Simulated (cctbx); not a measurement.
**Resonant diffraction in CeErFe17**

Space group P6_3/mmc (no. 194), a = 8.4970 Å, b = 8.4970 Å, c = 8.3050 Å, α = 90.00°, β = 90.00°, γ = 120.00°.

```
atom  mult.       x       y       z  Ueq (Å²)
 Er1      2       0       0     1/4    0.0223
 Ce1      2     1/3     2/3     3/4    0.0248
 Fe1     12  0.0408  0.3688     1/4    0.0260
 Fe2      6     1/2     1/2     1/2    0.0335
 Fe3     12  0.8339  0.1661  0.4866    0.0284
 Fe4      4     2/3     1/3  0.6113    0.0324
```

The model was made for the exercise: a known structure type with other elements put in, its volume estimated, not relaxed; displacement parameters are assumed.

Calculated with cctbx: free-atom f′ and f″ from the Sasaki tables, no fine structure; amplitudes in electrons.

```
E (eV)  F 0 1 3  F 1 2 0  F 0 3 0  F 1 1 2
  7758     82.2     32.0    308.7    177.7
  8108     83.1     27.3    309.3    174.8
  8238     83.4     24.0    307.5    171.9
  8298     83.5     21.2    305.3    169.3
  8328     83.5     18.5    302.9    166.6
  8343     83.5     15.8    300.3    163.8
  8350     83.5     13.4    297.9    161.4
  8354     83.6     11.0    295.3    158.8
  8362     83.6     12.1    296.8    160.3
  8366     83.6     14.6    299.8    163.4
  8373     83.6     16.9    302.5    166.0
  8388     83.6     19.5    305.5    169.0
  8418     83.7     22.1    308.5    171.8
  8508     83.8     25.3    312.5    175.4
  8758     84.1     27.9    316.9    178.7
```

**Question.** Which edge is crossed, and why do the reflections move as they do?

The L3 edge of Er. The edge is at 8358 eV. f′ of Er falls from -12.0 e at 8238 eV to -19.0 e at 4 eV below it, and f″ steps from 3.71 to 10.56 e across it. Over that approach |F| changes by +0 % (0 1 3), -54 % (1 2 0), -4 % (0 3 0) and -8 % (1 1 2): a reflection falls where Er scatters in phase with the total and rises where it scatters against it; it hardly moves where the Er term is small or cancels by symmetry. Above the edge the larger f″ enters the imaginary part, where it can add to or cancel the other atoms' f″. The structure is centrosymmetric, so Friedel mates stay equal.

[Logs are printed without paths, hosts, clocks, repeated set-up lines and the standing remarks that a program may print on its own settings, such as how far it seeks lower states.]
